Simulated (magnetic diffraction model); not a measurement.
# CrAgBiS4: what an assumed order does to the neutron pattern

Space group Pmc2_1 (no. 26), a = 7.9400 Å, b = 6.5470 Å, c = 11.4590 Å.

```csv
site,atom,x,y,z
2a,Bi,0,0.1984,0.8098
2b,Bi,1/2,0.7134,0.6878
4c,Ag,0.2534,0.2479,0.4971
2a,Cr,0,0.6999,0.6370
2b,Cr,1/2,0.1960,0.8652
4c,S,0.8071,0.0923,0.8899
4c,S,0.3065,0.5944,0.6097
2b,S,1/2,0.6533,0.8533
2a,S,0,0.1579,0.6455
2a,S,0,0.5204,0.8476
2b,S,1/2,0.0190,0.6623
```

The compound is invented for this exercise: a known structure type with other elements, its cell scaled to their sizes and not relaxed.

Only Cr is taken to order (form factors of Cr4+); orders and moment sizes are assumed, and not adapted to the symmetry. Radiation: neutrons of λ = 1.8 Å, 2° to 30°; isotropic B of 0.17 Å² (Bi), 0.17 Å² (Ag), 0.29 Å² (Cr) and 0.26 Å² (S). The intensities are simulated: I ∝ L Σ (|F_N|² + |F_M⊥|²) for unpolarised neutrons, with F_M = 2.695 fm/μB × Σ f(s) S exp(2πi Q·r) exp(−B s²) at Q = H ± k (one set where k and −k are equivalent), only the part normal to Q counting and L = 1/(sin²θ cos θ). For a modulated order the moment at position r is S exp(−2πi k·r) + c.c., with S = m/2 for a sine wave of amplitude m and S = m(u + iv)/2 for moments turning in a plane, u and v being orthogonal unit vectors in it; the phase factor of the sum at Q = H + k is then exp(2πi H·r). Form factors are spin-only for 3d ions and dipole or tabulated for f ions, scattering lengths are Sears's of 1992, and absorption is left out. A label names one of the reflections at its angle. The strongest nuclear line in the range is 100, and lines under 0.2 are left out.

Assume the order k = (0 0 1/4), moments turning in the plane of [100] and [010], 0.45 μB on Cr; signs + at (0, 0.6999, 0.6370), − at (0, 0.3001, 0.1370), + at (1/2, 0.1960, 0.8652), − at (1/2, 0.8040, 0.3652).

Q: Where does magnetic intensity appear, and how strong is it?

```csv
2θ (°),index,nuclear,magnetic
6.75,(0 0 3/4),0.0,2.1
11.27,(0 0 5/4),0.0,0.7
14.68,(1 0 3/4),0.0,0.4
15.80,(0 1 0),0.2,0.0
17.25,(1 0 5/4),0.0,0.3
18.07,(0 0 2),1.7,0.0
20.53,(1 1 0),2.8,0.0
20.65,(1 1 1/4),0.0,0.6
22.34,(1 0 2),16.2,0.0
22.42,(0 1 7/4),0.0,0.4
22.46,(1 1 1),100.0,0.0
24.10,(0 1 2),9.0,0.0
25.88,(0 1 9/4),0.0,0.3
26.21,(2 0 0),20.3,0.0
27.48,(1 1 2),0.4,0.0
```

The strongest magnetic line in the range is (0 0 3/4) at 6.75° (2.1). On top of the Lorentz factor, which all lines share, magnetic lines fade with angle because f falls: for Cr4+ it is 0.91, 0.70, 0.47 and 0.14 at sin θ/λ = 0.1, 0.2, 0.3 and 0.5 Å⁻¹, while nuclear lengths stay constant. The order has no net moment.

[Logs are printed without paths, hosts, clocks, repeated set-up lines and the standing remarks that a program may print on its own settings, such as how far it seeks lower states.]
